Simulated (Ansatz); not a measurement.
# Os(0001) with 2 thermally displaced layers, 2x2: scattering by thermal displacements, part 2 of 2

Wanted: the phonon-limited resistivity of Os at 180 K by the Landauer route.

Ansatz 0.2.0; Ansatz plane-wave DFT, PBE, PAW files; ballistic transport by layer matching (Landauer), zero bias; PAW set soft_1.

So far. Step 2 (With 2 displaced layers): Over the solved energies the transmission per spin lies between 4.46 and 4.67, out of 4.61 channels of the lead on average (up to 4.74).

### Step 3. With 6 displaced layers

Each atom of 6 layers is moved at random, by amounts drawn from a normal law 0.0257 Å wide in each direction from the Debye model (500 K) at 180 K. A fresh draw is used; the growth of the resistance with length is what counts.

System of this step: Os(0001) with 6 thermally displaced layers, 2x2. The cell holds 64 atoms: 64 Os. Its edges and angles: a = 5.468 Å, b = 5.468 Å, c = 34.558 Å, α = 90.0°, β = 90.0°, γ = 120.0°. It derives from Os. Regions: lead, 40 atoms (40 Os); scattering region, 24 atoms (24 Os). The structure is stacked along c, and the current runs across the ab planes.

input.yaml reads:

```yaml
crystal:
  lattice:
    - [5.4682, 0.0, 0.0]
    - [-2.7341, 4.735600113, 0.0]
    - [0.0, 0.0, 34.5576]
  atoms:
    - { symbol: Os, position: [0.1666666667, 0.3333333333, 0.03125] }
    - { symbol: Os, position: [0.1666666667, 0.8333333333, 0.03125] }
    - { symbol: Os, position: [0.6666666667, 0.3333333333, 0.03125] }
    - { symbol: Os, position: [0.6666666667, 0.8333333333, 0.03125] }
    - { symbol: Os, position: [0.3333333333, 0.1666666667, 0.09375] }
    - { symbol: Os, position: [0.3333333333, 0.6666666667, 0.09375] }
    - { symbol: Os, position: [0.8333333333, 0.1666666667, 0.09375] }
    - { symbol: Os, position: [0.8333333333, 0.6666666667, 0.09375] }
    - { symbol: Os, position: [0.1666666667, 0.3333333333, 0.15625] }
    - { symbol: Os, position: [0.1666666667, 0.8333333333, 0.15625] }
    - { symbol: Os, position: [0.6666666667, 0.3333333333, 0.15625] }
    - { symbol: Os, position: [0.6666666667, 0.8333333333, 0.15625] }
    - { symbol: Os, position: [0.3333333333, 0.1666666667, 0.21875] }
    - { symbol: Os, position: [0.3333333333, 0.6666666667, 0.21875] }
    - { symbol: Os, position: [0.8333333333, 0.1666666667, 0.21875] }
    - { symbol: Os, position: [0.8333333333, 0.6666666667, 0.21875] }
    - { symbol: Os, position: [0.1666666667, 0.3333333333, 0.28125] }
    - { symbol: Os, position: [0.1666666667, 0.8333333333, 0.28125] }
    - { symbol: Os, position: [0.6666666667, 0.3333333333, 0.28125] }
    - { symbol: Os, position: [0.6666666667, 0.8333333333, 0.28125] }
    - { symbol: Os, position: [0.3378356696, 0.1671769843, 0.3431969455] }
    - { symbol: Os, position: [0.327758025, 0.6641820387, 0.3439137929] }
    - { symbol: Os, position: [0.8280194348, 0.1655312195, 0.3436315599] }
    - { symbol: Os, position: [0.8364584334, 0.6678318796, 0.3440143452] }
    - { symbol: Os, position: [0.1632412599, 0.3326297644, 0.4068331629] }
    - { symbol: Os, position: [0.1702699965, 0.8264988722, 0.4073761375] }
    - { symbol: Os, position: [0.6751141313, 0.3375744489, 0.4064467162] }
    - { symbol: Os, position: [0.6691481429, 0.8412477631, 0.407708145] }
    - { symbol: Os, position: [0.3453720712, 0.1738053146, 0.4690158387] }
    - { symbol: Os, position: [0.3276409865, 0.6666424887, 0.4692383212] }
    - { symbol: Os, position: [0.8283491984, 0.1688114687, 0.4690697556] }
    - { symbol: Os, position: [0.8333915871, 0.660239036, 0.4682577902] }
    - { symbol: Os, position: [0.1614400418, 0.3269834131, 0.5325438348] }
    - { symbol: Os, position: [0.1652282667, 0.8351190467, 0.5310576599] }
    - { symbol: Os, position: [0.6776941023, 0.3405005186, 0.5317211215] }
    - { symbol: Os, position: [0.6564492662, 0.8336157571, 0.5317585623] }
    - { symbol: Os, position: [0.3363758549, 0.1633125428, 0.5951053095] }
    - { symbol: Os, position: [0.3253305862, 0.6630757594, 0.5944455402] }
    - { symbol: Os, position: [0.8389986321, 0.1775360567, 0.5938902307] }
    - { symbol: Os, position: [0.8293319677, 0.664617176, 0.5929383472] }
    - { symbol: Os, position: [0.1623713433, 0.3367553338, 0.6566823022] }
    - { symbol: Os, position: [0.1707042601, 0.8292371812, 0.6575064484] }
    - { symbol: Os, position: [0.669588771, 0.3418795384, 0.6559280707] }
    - { symbol: Os, position: [0.6638871316, 0.8346892186, 0.65701725] }
    - { symbol: Os, position: [0.3333333333, 0.1666666667, 0.71875] }
    - { symbol: Os, position: [0.3333333333, 0.6666666667, 0.71875] }
    - { symbol: Os, position: [0.8333333333, 0.1666666667, 0.71875] }
    - { symbol: Os, position: [0.8333333333, 0.6666666667, 0.71875] }
    - { symbol: Os, position: [0.1666666667, 0.3333333333, 0.78125] }
    - { symbol: Os, position: [0.1666666667, 0.8333333333, 0.78125] }
    - { symbol: Os, position: [0.6666666667, 0.3333333333, 0.78125] }
    - { symbol: Os, position: [0.6666666667, 0.8333333333, 0.78125] }
    - { symbol: Os, position: [0.3333333333, 0.1666666667, 0.84375] }
    - { symbol: Os, position: [0.3333333333, 0.6666666667, 0.84375] }
    - { symbol: Os, position: [0.8333333333, 0.1666666667, 0.84375] }
    - { symbol: Os, position: [0.8333333333, 0.6666666667, 0.84375] }
    - { symbol: Os, position: [0.1666666667, 0.3333333333, 0.90625] }
    - { symbol: Os, position: [0.1666666667, 0.8333333333, 0.90625] }
    - { symbol: Os, position: [0.6666666667, 0.3333333333, 0.90625] }
    - { symbol: Os, position: [0.6666666667, 0.8333333333, 0.90625] }
    - { symbol: Os, position: [0.3333333333, 0.1666666667, 0.96875] }
    - { symbol: Os, position: [0.3333333333, 0.6666666667, 0.96875] }
    - { symbol: Os, position: [0.8333333333, 0.1666666667, 0.96875] }
    - { symbol: Os, position: [0.8333333333, 0.6666666667, 0.96875] }
kpoints:
  mp_grid: { grid: [5, 5, 1] }
hamiltonian:
  xc: pbe
  pseudopotentials: { kind: paw, azcp: { folder: soft_1 } }
scf:
  occupations: { method: fermi_dirac, width: 0.1 }
output:
  transmission:
    leads: [[0, 8]]
    kmesh: [10, 10]
    e_range: [-0.05, 0.05]
    de: 0.05
  write_potential: true
  write_density: true
  volumetric_format: npy
```

The run is started by

```console
$ ansatz run input.yaml --threads 4 --pin off --max-ram 15360MiB --backend cpu --events-out ev --progress --plain --runs-dir out
```

Numbers of over 12 decimals in the logs are rounded to 6 here.

What it wrote:

```text
[...]
Crystal: 64 atoms, lattice volume = 894.876 Å³
Basis set: ecut = 420 eV, 17377 PW (Γ)
Bands: 615, of which v1, the nominal top of the filled ones, is band 512 counted from 1 (511 counted from 0)
Symmetry: 1 space group operations
[...]
k-points: 13 of 25 (time reversal used)
[...]
SCF iter   1: F=—  HF=-728707.884652 eV  |F-HF|=—  |Δ(HF+E_count)|=         —  Δρ=6.03e-2  dr2=2.78e1  ethr=3.10e-3  ⟨swp⟩=5.2  Hψ=26400  notcnv=0  defer=48
[...]
SCF iter   8: F=-728698.228389 eV  HF=-728698.228389 eV  |F-HF|=2.27e-8  |Δ(HF+E_count)|=   8.61e-9  Δρ=7.88e-7  dr2=2.52e-8  ethr=9.77e-12  ⟨swp⟩=7.2  Hψ=16775  notcnv=0
SCF 1 converged in 8 iterations: F = -728698.228389 eV  dr2 = 2.52e-8
[...]
transmission: 334 of 3328 steps passed
transmission: 666 of 3328 steps passed
[...]
transmission: 3328 of 3328 steps passed
SCF converged after 8 iterations
Free energy (F): -728698.228389 eV
[...]
Internal energy: -728696.701323 eV  (E = F + TS)
E sigma→0 (E₀):  -728697.464856 eV
Entropy (-TS):   -1.527066 eV (-23.860 meV/atom)
Fermi energy:    26.081858 eV
[...]
--- Band table (eV; the first three rows and the last of 13) ---
  k-point 0: bands = [... 508 lower, 26.7841, 26.7852, 26.7879, 26.9183, 26.9248, 26.9466, 26.9581, 27.1378, ... 99 higher]
  k-point 1: bands = [... 508 lower, 26.1113, 26.2427, 26.2561, 26.8224, 26.8372, 26.8445, 26.8612, 26.8664, ... 99 higher]
  k-point 2: bands = [... 508 lower, 25.7556, 25.8516, 25.9074, 25.9203, 26.0179, 26.0452, 26.0661, 26.1035, ... 99 higher]
  k-point 12: bands = [... 508 lower, 26.0064, 26.0198, 26.0304, 26.0523, 26.0604, 26.1972, 26.2040, 26.2113, ... 99 higher]
--- Transmission ---
  basis      : 223 plane waves across, 64 finite elements along
  points     : 52, standing for a mesh of 10 x 10
[...]
channels       : 4.550000e0 a spin
[...]
junction   : crystal 0 to crystal 0, 0.70 to 30.94 Å
    transmission   : 4.343644e0 a spin
[...]
```

Elapsed: 8.7 min, on 4 threads of AMD EPYC 9R14 (Zen 4), shared host; peak memory 10 GiB.

Numbers from this step:

```yaml
free_energy: -728698.2284 eV
energy_at_zero_smearing: -728697.4649 eV
fermi_energy: 26.08 eV
transmission_per_spin_nearest_the_fermi_level: 4.344
step_of_the_lead_s_potential: 2.3 meV
```

Per spin. Table of transmission, zone mean by energy, zero at the Fermi level:

| energy (eV) | transmission, zone mean |
| --- | --- |
| -0.0500 | 4.32 |
| 0.0000 | 4.34 |
| 0.0500 | 4.33 |

Over the solved energies the transmission per spin lies between 4.32 and 4.34, out of 4.53 channels of the lead on average (up to 4.55).

### Step 4. With 10 displaced layers

Each atom of 10 layers is moved at random, by amounts drawn from a normal law 0.0257 Å wide in each direction from the Debye model (500 K) at 180 K. A fresh draw is used; the growth of the resistance with length is what counts.

System of this step: Os(0001) with 10 thermally displaced layers, 2x2. The cell holds 80 atoms: 80 Os. Its edges and angles: a = 5.468 Å, b = 5.468 Å, c = 43.197 Å, α = 90.0°, β = 90.0°, γ = 120.0°. It derives from Os. Regions: lead, 40 atoms (40 Os); scattering region, 40 atoms (40 Os). The structure is stacked along c, and the current runs across the ab planes.

input.yaml reads:

```yaml
crystal:
  lattice:
    - [5.4682, 0.0, 0.0]
    - [-2.7341, 4.735600113, 0.0]
    - [0.0, 0.0, 43.197]
  atoms:
    - { symbol: Os, position: [0.1666666667, 0.3333333333, 0.025] }
    - { symbol: Os, position: [0.1666666667, 0.8333333333, 0.025] }
    - { symbol: Os, position: [0.6666666667, 0.3333333333, 0.025] }
    - { symbol: Os, position: [0.6666666667, 0.8333333333, 0.025] }
    - { symbol: Os, position: [0.3333333333, 0.1666666667, 0.075] }
    - { symbol: Os, position: [0.3333333333, 0.6666666667, 0.075] }
    - { symbol: Os, position: [0.8333333333, 0.1666666667, 0.075] }
    - { symbol: Os, position: [0.8333333333, 0.6666666667, 0.075] }
    - { symbol: Os, position: [0.1666666667, 0.3333333333, 0.125] }
    - { symbol: Os, position: [0.1666666667, 0.8333333333, 0.125] }
    - { symbol: Os, position: [0.6666666667, 0.3333333333, 0.125] }
    - { symbol: Os, position: [0.6666666667, 0.8333333333, 0.125] }
    - { symbol: Os, position: [0.3333333333, 0.1666666667, 0.175] }
    - { symbol: Os, position: [0.3333333333, 0.6666666667, 0.175] }
    - { symbol: Os, position: [0.8333333333, 0.1666666667, 0.175] }
    - { symbol: Os, position: [0.8333333333, 0.6666666667, 0.175] }
    - { symbol: Os, position: [0.1666666667, 0.3333333333, 0.225] }
    - { symbol: Os, position: [0.1666666667, 0.8333333333, 0.225] }
    - { symbol: Os, position: [0.6666666667, 0.3333333333, 0.225] }
    - { symbol: Os, position: [0.6666666667, 0.8333333333, 0.225] }
    - { symbol: Os, position: [0.3325010488, 0.1634882983, 0.2742018632] }
    - { symbol: Os, position: [0.3281091744, 0.6693953304, 0.2755889612] }
    - { symbol: Os, position: [0.8296450566, 0.1608347979, 0.2755195323] }
    - { symbol: Os, position: [0.8253789137, 0.6627959895, 0.275369557] }
    - { symbol: Os, position: [0.1571374885, 0.3354306253, 0.3246538756] }
    - { symbol: Os, position: [0.1669749246, 0.8329224102, 0.3251202748] }
    - { symbol: Os, position: [0.6678716495, 0.3292167497, 0.3258456019] }
    - { symbol: Os, position: [0.6723699801, 0.8379132841, 0.3256931905] }
    - { symbol: Os, position: [0.3393266687, 0.1712484957, 0.3750449845] }
    - { symbol: Os, position: [0.3262596002, 0.6659336147, 0.3745420751] }
    - { symbol: Os, position: [0.8273465478, 0.1680696004, 0.374661666] }
    - { symbol: Os, position: [0.8256614537, 0.6610050468, 0.3751597304] }
    - { symbol: Os, position: [0.1719420519, 0.3405118987, 0.4249917196] }
    - { symbol: Os, position: [0.1753702018, 0.8409451091, 0.4256844438] }
    - { symbol: Os, position: [0.6588822384, 0.3400028759, 0.425202102] }
    - { symbol: Os, position: [0.6696663475, 0.8353484305, 0.4252277722] }
    - { symbol: Os, position: [0.33386076, 0.164718413, 0.4738683696] }
    - { symbol: Os, position: [0.3306399204, 0.6623038484, 0.4756427866] }
    - { symbol: Os, position: [0.832202414, 0.1671197877, 0.4744944141] }
    - { symbol: Os, position: [0.8309016155, 0.6666040629, 0.4741160788] }
    - { symbol: Os, position: [0.1677922847, 0.3327575518, 0.5242943986] }
    - { symbol: Os, position: [0.1567851445, 0.8361182836, 0.5248229129] }
    - { symbol: Os, position: [0.6635341708, 0.3320514385, 0.5260809535] }
    - { symbol: Os, position: [0.6666676477, 0.8338035201, 0.5241150685] }
    - { symbol: Os, position: [0.3435675635, 0.1716469761, 0.5756349146] }
    - { symbol: Os, position: [0.3360453343, 0.6716424534, 0.5752207441] }
    - { symbol: Os, position: [0.8358028438, 0.1658405327, 0.5741229147] }
    - { symbol: Os, position: [0.8329182615, 0.6561633163, 0.5748572178] }
    - { symbol: Os, position: [0.1628747872, 0.3276724786, 0.625364859] }
    - { symbol: Os, position: [0.1645392201, 0.8309619241, 0.6253093489] }
    - { symbol: Os, position: [0.668196119, 0.3408729962, 0.6252091449] }
    - { symbol: Os, position: [0.6591599153, 0.8227794717, 0.6242217786] }
    - { symbol: Os, position: [0.3383051371, 0.1663919776, 0.6748315171] }
    - { symbol: Os, position: [0.3375769547, 0.6597041884, 0.6746514851] }
    - { symbol: Os, position: [0.8327030959, 0.1698494235, 0.6746051416] }
    - { symbol: Os, position: [0.8260931434, 0.6579535926, 0.6754340233] }
    - { symbol: Os, position: [0.1691633613, 0.3307474645, 0.7250972008] }
    - { symbol: Os, position: [0.1593094403, 0.8307722366, 0.7258199949] }
    - { symbol: Os, position: [0.6735752905, 0.3458744514, 0.7245315552] }
    - { symbol: Os, position: [0.6688639381, 0.8322720883, 0.7253367085] }
    - { symbol: Os, position: [0.3333333333, 0.1666666667, 0.775] }
    - { symbol: Os, position: [0.3333333333, 0.6666666667, 0.775] }
    - { symbol: Os, position: [0.8333333333, 0.1666666667, 0.775] }
    - { symbol: Os, position: [0.8333333333, 0.6666666667, 0.775] }
    - { symbol: Os, position: [0.1666666667, 0.3333333333, 0.825] }
    - { symbol: Os, position: [0.1666666667, 0.8333333333, 0.825] }
    - { symbol: Os, position: [0.6666666667, 0.3333333333, 0.825] }
    - { symbol: Os, position: [0.6666666667, 0.8333333333, 0.825] }
    - { symbol: Os, position: [0.3333333333, 0.1666666667, 0.875] }
    - { symbol: Os, position: [0.3333333333, 0.6666666667, 0.875] }
    - { symbol: Os, position: [0.8333333333, 0.1666666667, 0.875] }
    - { symbol: Os, position: [0.8333333333, 0.6666666667, 0.875] }
    - { symbol: Os, position: [0.1666666667, 0.3333333333, 0.925] }
    - { symbol: Os, position: [0.1666666667, 0.8333333333, 0.925] }
    - { symbol: Os, position: [0.6666666667, 0.3333333333, 0.925] }
    - { symbol: Os, position: [0.6666666667, 0.8333333333, 0.925] }
    - { symbol: Os, position: [0.3333333333, 0.1666666667, 0.975] }
    - { symbol: Os, position: [0.3333333333, 0.6666666667, 0.975] }
    - { symbol: Os, position: [0.8333333333, 0.1666666667, 0.975] }
    - { symbol: Os, position: [0.8333333333, 0.6666666667, 0.975] }
kpoints:
  mp_grid: { grid: [5, 5, 1] }
hamiltonian:
  xc: pbe
  pseudopotentials: { kind: paw, azcp: { folder: soft_1 } }
scf:
  occupations: { method: fermi_dirac, width: 0.1 }
output:
  transmission:
    leads: [[0, 8]]
    kmesh: [10, 10]
    e_range: [-0.05, 0.05]
    de: 0.05
  write_potential: true
  write_density: true
  volumetric_format: npy
```

What it wrote:

```text
[...]
Crystal: 80 atoms, lattice volume = 1118.595 Å³
Basis set: ecut = 420 eV, 21739 PW (Γ)
Bands: 768, of which v1, the nominal top of the filled ones, is band 640 counted from 1 (639 counted from 0)
Symmetry: 1 space group operations
[...]
k-points: 13 of 25 (time reversal used)
[...]
SCF iter   1: F=—  HF=-910884.660786 eV  |F-HF|=—  |Δ(HF+E_count)|=         —  Δρ=6.03e-2  dr2=3.47e1  ethr=3.10e-3  ⟨swp⟩=5.2  Hψ=32980  notcnv=0  defer=63
[...]
SCF iter   8: F=-910872.622416 eV  HF=-910872.622416 eV  |F-HF|=1.93e-8  |Δ(HF+E_count)|=   1.40e-9  Δρ=8.85e-7  dr2=2.37e-8  ethr=7.81e-12  ⟨swp⟩=7.2  Hψ=21214  notcnv=0
SCF 1 converged in 8 iterations: F = -910872.622416 eV  dr2 = 2.37e-8
[...]
transmission: 417 of 4160 steps passed
transmission: 832 of 4160 steps passed
[...]
transmission: 4160 of 4160 steps passed
SCF converged after 8 iterations
Free energy (F): -910872.622416 eV
[...]
Internal energy: -910870.883765 eV  (E = F + TS)
E sigma→0 (E₀):  -910871.753091 eV
Entropy (-TS):   -1.738651 eV (-21.733 meV/atom)
Fermi energy:    26.071074 eV
[...]
--- Band table (eV; the first three rows and the last of 13) ---
  k-point 0: bands = [... 636 lower, 26.7018, 26.7047, 26.7137, 26.7241, 26.7315, 26.7559, 26.7657, 26.9156, ... 124 higher]
  k-point 1: bands = [... 636 lower, 26.4157, 26.4270, 26.4415, 26.4536, 26.4625, 26.4760, 26.4917, 26.8641, ... 124 higher]
  k-point 2: bands = [... 636 lower, 25.8900, 25.8987, 25.9098, 25.9131, 25.9284, 25.9371, 25.9812, 25.9949, ... 124 higher]
  k-point 12: bands = [... 636 lower, 25.9170, 26.0817, 26.1008, 26.1130, 26.1241, 26.1429, 26.1480, 26.1707, ... 124 higher]
--- Transmission ---
  basis      : 223 plane waves across, 80 finite elements along
  points     : 52, standing for a mesh of 10 x 10
[...]
channels       : 4.550000e0 a spin
[...]
junction   : crystal 0 to crystal 0, 1.46 to 40.34 Å
    transmission   : 4.147087e0 a spin
[...]
```

Wall time 14 min (4 threads); peak memory 8.7 GiB.

This step gave:

| Property | Result |
| --- | --- |
| free energy | -910872.6224 eV |
| energy at zero smearing | -910871.7531 eV |
| Fermi energy | 26.07 eV |
| transmission per spin nearest the Fermi level | 4.147 |
| step of the lead's potential | 1.2 meV |

Per spin. Transmission, zone mean against energy, zero at the Fermi level:

| energy (eV) | transmission, zone mean |
| --- | --- |
| -0.0500 | 4.10 |
| 0.0000 | 4.15 |
| 0.0500 | 4.14 |

Over the solved energies the transmission per spin lies between 4.10 and 4.15, out of 4.53 channels of the lead on average (up to 4.55).

### Step 5. The fit

This step: Ansatz plane-wave DFT, PBE, PAW files; ballistic transport by layer matching (Landauer), zero bias; resistivity from the slope of the area resistance; PAW set soft_1 (Ansatz 0.2.0).

Numbers from this step:

```
resistivity           : 3.478 µΩ cm
intercept             : -0.005295 fΩ m²
scatter about the fit : 0.003917 fΩ m²
```

Resistance, by row:

| run | length (Å) | T | channels N | RA (fΩ m²) |
| --- | --- | --- | --- | --- |
| n2 | 4.32 | 4.535 | 4.613 | 0.0125 |
| n6 | 12.96 | 4.332 | 4.533 | 0.03424 |
| n10 | 21.6 | 4.127 | 4.533 | 0.0726 |

The area resistance by length of the displaced region:

| length of the displaced region (Å) | area resistance (fΩ m²) |
| --- | --- |
| 4.32 | 0.0125 |
| 12.96 | 0.0342 |
| 21.60 | 0.0726 |

The area resistance goes from 0.012 to 0.073 fΩ m² between 4.3 and 21.6 Å, a slope of 3.5 µΩ cm.

By hand from the end points: (0.07260 − 0.01250) fΩ m² / (21.60 − 4.32) Å = 3.5 µΩ cm, since 1 fΩ m² per Å is 1000 µΩ cm.

### Step 6. Results

- resistivity from the slope: 3.48 µΩ cm
- area resistance over 4.32 Å: 0.0125 fΩ m²
- area resistance over 13.0 Å: 0.0342 fΩ m²
- area resistance over 21.6 Å: 0.0726 fΩ m²

What this shows: The slope gives 3.5 µΩ cm. The points scatter by 0.0039 fΩ m² about the line, with one random draw a length in a 2x2 cell, so the slope is a rough value. The mean square of the displacements drawn is 0.73, 0.99 and 0.93 of the nominal one at the three lengths; with each resistance scaled back by that, the slope is 3.6 µΩ cm, the value used below. The lead's own channel count moves between the runs (4.61, 4.53 and 4.53), which shifts RA and the slope too. Read with a model of isotropic scattering on a spherical Fermi surface and the lead's 1.4×10¹⁵ S/m², this slope means a mean free path near 183 Å; over these lengths the model's slope is 1.20 times its bulk resistivity, which would be 3.0 µΩ cm. Uncorrelated displacements put too much weight on short waves, which scatter strongly; with the sideways repeat of a small cell, one draw and three short lengths, the method is good to a factor of two or three. Spin-orbit coupling is left out, which matters for Os.

[Logs are printed without paths, hosts, clocks, repeated set-up lines and the standing remarks that a program may print on its own settings, such as how far it seeks lower states.]

[Hosts, paths, dates, database ids (printed as entryN), source tags and the programs' standing remarks are cut or masked in the printed files.]
